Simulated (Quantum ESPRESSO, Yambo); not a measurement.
# Quasiparticle gap of PbO (P4/nmm) in Yambo, part 2 of 3

How does a plane-wave GW calculation on PbO (P4/nmm) run from the first input to the gap?

Quantum ESPRESSO 7.5 and Yambo 5.3.0; PBE and many-body steps on it, plane waves. Known limits of the many-body steps: not at the basis limit; no spin-orbit coupling; coarse k mesh.

So far. Step 2 (Ground state): The gap is indirect, with the least direct gap 1.00 eV higher. Step 3 (Bands along the symmetry lines): The gap is 1.139 eV, −0.001 eV from the run before at this level.

The database entry behind the starting cell differs from later determinations by our own check (c about 1 % long), so it need not match the best structure at ambient conditions.

### Step 4. Empty states on the mesh, 4×4×2 mesh, 359 bands

Level of this step: DFT, PBE, plane waves, norm-conserving pseudopotentials (Quantum ESPRESSO).

The sums over transitions need many empty states on a uniform mesh; this step solves for them.

File pw.in:

```
&control
  calculation = 'nscf'
  prefix = 'x'
  outdir = 'o'
  pseudo_dir = 'pseudo'
/
&system
  ibrav = 0
  nat = 4
  ntyp = 2
  ecutwfc = 76.0
  nbnd = 359
  force_symmorphic = .true.
/
&electrons
  conv_thr = 1e-9
  electron_maxstep = 80
  diago_full_acc = .true.
  diago_thr_init = 5e-6
/
ATOMIC_SPECIES
  Pb 207.2 Pb.upf
  O 15.999 O.upf
CELL_PARAMETERS angstrom
  3.9600000000 0.0000000000 0.0000000000
  0.0000000000 3.9600000000 0.0000000000
  0.0000000000 0.0000000000 5.0700000000
ATOMIC_POSITIONS crystal
  Pb 0.0000000000 0.5000000000 0.2385140000
  Pb 0.5000000000 0.0000000000 0.7614860000
  O 0.0000000000 0.0000000000 0.0000000000
  O 0.5000000000 0.5000000000 0.0000000000
K_POINTS automatic
  4 4 2 0 0 0
```

Run with:

```bash
$ OMP_NUM_THREADS=1 mpirun -n 4 pw.x -nk 4 -in pw.in > pw.out
```

Log:

```text
[banner, memory and clock lines left out]
Program PWSCF v.7.5 starts

     Atomic positions and unit cell read from directory:
     o/x.save/

     Message from routine setup:
     using ibrav=0 with symmetry is DISCOURAGED, use correct ibrav instead

     G-vector sticks info

     bravais-lattice index     =            0
     lattice parameter (alat)  =       7.4833  a.u.
     unit-cell volume          =     536.5311 (a.u.)^3
     number of atoms/cell      =            4
     number of atomic types    =            2
     number of electrons       =        56.00
     number of Kohn-Sham states=          359
     kinetic-energy cutoff     =      76.0000  Ry
     charge density cutoff     =     304.0000  Ry
     Exchange-correlation= PBE
                           (   1   4   3   4   0   0   0)

     celldm(1)=   7.483315  celldm(2)=   0.000000  celldm(3)=   0.000000
     celldm(4)=   0.000000  celldm(5)=   0.000000  celldm(6)=   0.000000

     crystal axes: (cart. coord. in units of alat)
               a(1) = (   1.000000   0.000000   0.000000 )
               a(2) = (   0.000000   1.000000   0.000000 )
               a(3) = (   0.000000   0.000000   1.280303 )

     reciprocal axes: (cart. coord. in units 2 pi/alat)
               b(1) = (  1.000000  0.000000  0.000000 )
               b(2) = (  0.000000  1.000000  0.000000 )
               b(3) = (  0.000000  0.000000  0.781065 )
     Pseudo is Norm-conserving + core correction, Zval = 22.0
     Generated using ONCVPSP code by D. R. Hamann
     Using radial grid of 1692 points,  7 beta functions with:
     Pseudo is Norm-conserving + core correction, Zval =  6.0
     Generated using ONCVPSP code by D. R. Hamann
     Using radial grid of  936 points,  5 beta functions with:
     Pb               22.00   207.20000     Pb( 1.00)
     O                 6.00    15.99900     O ( 1.00)

      8 Sym. Ops. (no inversion) found

   Cartesian axes

     site n.     atom                  positions (alat units)
         1        Pb     tau(   1) = (   0.0000000   0.5000000   0.3053702  )
         2        Pb     tau(   2) = (   0.5000000   0.0000000   0.9749328  )
         3        O      tau(   3) = (   0.0000000   0.0000000   0.0000000  )
         4        O      tau(   4) = (   0.5000000   0.5000000   0.0000000  )

     number of k points=    12
                       cart. coord. in units 2pi/alat
        k(    1) = (   0.0000000   0.0000000   0.0000000), wk =   0.0625000
        k(    2) = (   0.0000000   0.0000000  -0.3905325), wk =   0.0625000
        k(    3) = (   0.0000000   0.2500000   0.0000000), wk =   0.2500000
[...]
k(   11) = (  -0.5000000  -0.5000000   0.0000000), wk =   0.0625000
        k(   12) = (  -0.5000000  -0.5000000  -0.3905325), wk =   0.0625000

     Dense  grid:    48109 G-vectors     FFT dimensions: (  45,  45,  54)

     The potential is recalculated from file :
     o/x.save/charge-density

     Starting wfcs are   34 randomized atomic wfcs +  325 random wfcs

     Band Structure Calculation

     End of band structure calculation

          k = 0.0000 0.0000 0.0000 (  6023 PWs)   bands (ev):

  -128.2830-128.2830 -69.9774 -69.9774 -69.9769 -69.9769 -69.9736 -69.9728
    -7.8584  -7.3200  -5.5689  -5.5689  -5.5086  -5.5056  -5.4213  -5.3480
    -5.3450  -5.3450  -5.3282  -3.9810   3.2148   3.7136   6.2611   6.2611
     8.7622   8.8859   8.8859  10.4903  12.9003  16.0070  16.0704  16.0704
[...]
[... 33 further rows ...]
[...]
149.4751 149.9083 149.9083 150.5080 150.7233 150.7799 150.8126

          k = 0.0000 0.0000-0.3905 (  6026 PWs)   bands (ev):

  -128.2831-128.2829 -69.9772 -69.9772 -69.9770 -69.9770 -69.9733 -69.9730
[...]
[... 33 further rows ...]
[...]
149.3072 150.4832 150.6045 150.6045 152.4237 152.5450 152.5450

          k = 0.0000 0.2500 0.0000 (  6009 PWs)   bands (ev):

  -128.2830-128.2830 -69.9774 -69.9773 -69.9771 -69.9770 -69.9735 -69.9729
[...]
44.5791  45.4382  45.7789  46.5083  46.5506  46.8209  47.3083  47.4017
     [... 33 further rows ...]
   146.4454 146.6630 146.9594 146.9599 147.7785 148.3308 149.0431 149.0727
   149.2795 149.3844 149.6523 149.6600 150.4401 150.7393 150.7730

          k = 0.0000 0.2500-0.3905 (  6018 PWs)   bands (ev):

     [... further k-points ...]

     highest occupied, lowest unoccupied level (ev):    10.4903   11.6307

     XML data file, pseudopotentials, collected wavefunctions
```

Wall time 1.9 min (4 MPI ranks of Arm Neoverse V1, shared host); peak memory 0.98 GiB; 7.6 min of CPU time.

This step gave:

```yaml
gap: 1.140 eV
k_of_the_valence_top: 0, 0, 0
k_of_the_conduction_bottom: -0.5, -0.5, 0
least_direct_gap: 2.140 eV
k_points_computed: 12
lowest_point_of_the_top_converged_band_above_the_valence_top: 138.5270 eV
```

On this mesh the gap is 1.140 eV.

### Step 5. Conversion and set-up

This step: Yambo 5.3.0; conversion and set-up on PBE, plane waves, norm-conserving pseudopotentials.

The states are converted to the many-body program's format and the q mesh is built.

Run with:

```bash
$ (cd o/x.save; p2y > p2y.log; mv SAVE ../..); yambo > setup.log
```

Log:

```text
 Yambo, version 5.3.0

 [02] CORE Variables Setup
 =========================

  [02.01] Unit cells
  ==================

  Cell kind             :  Unknown
  Atoms in the cell     :  Pb  O
  number of Pb atoms    :  2
  number of O  atoms    :  2

  List of atomic masses
  Mass of Pb    :  207.2000
  Mass of O     :  15.99900

  List of atomic coordinates    : [cc]
  Pb1       :  0.000000  3.741658  2.285182  order 1
  Pb2       :  3.741658  0.000000  7.295730  order 2
  O1       :  0.000000  0.000000  0.000000  order 3
  O2       :  3.741658  3.741658  0.000000  order 4

  Alat factors          :  7.483315  7.483315  9.580911 [a.u.]
  Direct lattice volume :  536.5311 [a.u.]
  Direct lattice vectors:  A[ 1 ]  A[ 2 ]  A[ 3 ]
   A[ 1 ]:  1.000000  0.000000  0.000000  [iru]
   7.483315  0.000000  0.000000  [cc]
   A[ 2 ]:  0.000000  1.000000  0.000000  [iru]
   0.000000  7.483315  0.000000  [cc]
   A[ 3 ]:  0.000000  0.000000  1.000000  [iru]
   0.000000  0.000000  9.580911  [cc]

  Recip. lattice volume :  0.462322 [a.u.]
  Recip. lattice vectors:  B[ 1 ]  B[ 2 ]  B[ 3 ]
   B[ 1 ]:  1.000000  0.000000  0.000000  [iku]
   0.839626  0.000000  0.000000  [cc]
   B[ 2 ]:  0.000000  1.000000  0.000000  [iku]
   0.000000  0.839626  0.000000  [cc]
   B[ 3 ]:  0.000000  0.000000  1.000000  [iku]
   0.000000  0.000000  0.655802  [cc]

  [02.02] Symmetries
  ==================

  Inversion symmetry    : yes
  Spatial inversion     : no
  Inversion index       :   9
  K-space Time-reversal : yes
  Magnetic symmetries   : no
  Time-reversal derived K-space symmetries:   9  16
  Group table correct   : yes
  Symmetries units      :  [cc]

   [S  1]:  1.000000  0.000000  0.000000  0.000000  1.000000  0.000000  0.000000  0.000000  1.000000
   [S  2]: -1.000000  0.000000  0.000000  0.000000 -1.000000  0.000000  0.000000  0.000000  1.000000
   [S  3]:  0.000000  1.000000  0.000000  1.000000  0.000000  0.000000  0.000000  0.000000 -1.000000
[...]
[S  7]:  0.000000  1.000000  0.000000 -1.000000  0.000000  0.000000  0.000000  0.000000 -1.000000
   [S  8]:  0.000000 -1.000000  0.000000  1.000000  0.000000  0.000000  0.000000  0.000000 -1.000000
   [S* 9]: -1.000000 -0.000000 -0.000000 -0.000000 -1.000000 -0.000000 -0.000000 -0.000000 -1.000000
   [S*10]:  1.000000 -0.000000 -0.000000 -0.000000  1.000000 -0.000000 -0.000000 -0.000000 -1.000000
     [... 4 further rows ...]
   [S*15]: -0.000000 -1.000000 -0.000000  1.000000 -0.000000 -0.000000 -0.000000 -0.000000  1.000000
   [S*16]: -0.000000  1.000000 -0.000000 -1.000000 -0.000000 -0.000000 -0.000000 -0.000000  1.000000

  [02.03] Reciprocal space
  ========================

  nG shells         :  2941
  nG charge         :   48109
  nG WFs            :   7417
  nC WFs            :   6026
  G-vecs. in first 80 shells:  [ Number ]
     1    3    7   15   19   21   29   37   41
[...]
WF components:   6026
  K [ 3]         [rlu]:  0.000000  0.250000  0.000000
         WF components:   6009
[...]
K [ 8]         [rlu]:  0.250000  0.250000 -0.500000
[...]
K [ 9]         [rlu]:  0.250000 -0.500000  0.000000
[...]
K [10]         [rlu]:  0.250000 -0.500000 -0.500000
[...]
K [11]         [rlu]: -0.500000 -0.500000  0.000000
         WF components:   6004
  K [12]         [rlu]: -0.500000 -0.500000 -0.500000
         WF components:   5984

  [02.05] Energies & Occupations
  ==============================

  [X] === General ===
  [X] Electronic Temperature                        :  0.000000  0.000000 [eV K]
  [X] Bosonic    Temperature                        :  0.000000  0.000000 [eV K]
  [X] Finite Temperature mode                       : no
  [X] El. density                                   :  0.70435E+24 [cm-3]
  [X] Fermi Level                                   :  10.49034 [eV]

  [X] === Gaps and Widths ===
  [X] Conduction Band Min                           :  1.140379 [eV]
  [X] Valence Band Max                              :  0.000000 [eV]
  [X] Filled Bands                                  :  28
  [X] Empty Bands                                   :    29   359
  [X] Direct Gap                                    :  2.139783 [eV]
  [X] Direct Gap localized at k                     :  11
  [X] Indirect Gap                                  :  1.140379 [eV]
  [X] Indirect Gap between kpts                     :   1  11
  [X] Last valence band width                       :  1.733881 [eV]
  [X] 1st conduction band width                     :  2.397823 [eV]

  E @ K [ 1]:  [eV]
  -138.7733 -138.7733  -80.4677  -80.4677  -80.4672  -80.4672  -80.4639  -80.4631
[...]
occ @ K [ 1]
[...]
E @ K [ 2]:  [eV]
[...]
occ @ K [ 2]
[...]
E @ K [ 3]:  [eV]
[...]
occ @ K [ 3]
[...]
E @ K [ 8]:  [eV]
[...]
occ @ K [ 8]
[...]
E @ K [ 9]:  [eV]
[...]
occ @ K [ 9]
[...]
E @ K [10]:  [eV]
[...]
occ @ K [10]
[...]
E @ K [11]:  [eV]
[...]
occ @ K [11]
[...]
E @ K [12]:  [eV]
[...]
occ @ K [12]
[...]
0.000000  0.000000  0.000000  0.000000  0.000000  0.000000  0.000000  0.000000
   0.000000  0.000000  0.000000  0.000000  0.000000  0.000000  0.000000  0.000000

 [03] Transferred momenta grid and indexing
 ==========================================

 IBZ Q-points                                      :  12
 BZ  Q-points                                      :   32

 K/Q-points units:
 rlu = crystal or reduced units; cc = cartesian coordinates; iku = interal k-units

 Q [ 1]         [rlu]:  0.000000  0.000000  0.000000
 Q [ 2]         [rlu]:  0.000000  0.000000 -0.500000
 Q [ 3]         [rlu]:  0.000000  0.250000  0.000000
[...]
Q [ 8]         [rlu]:  0.250000  0.250000 -0.500000
 Q [ 9]         [rlu]:  0.250000 -0.500000  0.000000
 Q [10]         [rlu]:  0.250000 -0.500000 -0.500000
 Q [11]         [rlu]: -0.500000 -0.500000  0.000000
 Q [12]         [rlu]: -0.500000 -0.500000 -0.500000

  [03.01] X indexes
  =================

   [03.01.01] Sigma indexes
   ========================

 [06] Game Over & Game summary
```

Run time: 3 s. Hardware: 1 MPI rank; peak memory 0.24 GiB.

(Part 2 of 3 ends here.)

[Paths, hosts, dates, memory and timing lines, banners, echoed tables and standing remarks are left out of the program output.]

[Logs are printed without paths, hosts, clocks, repeated set-up lines and the standing remarks that a program may print on its own settings, such as how far it seeks lower states.]

[Runs of the session that timed out or met a known fault of the program may be left out.]

[Hosts, paths, dates, database ids (printed as entryN), source tags and the programs' standing remarks are cut or masked in the printed files.]
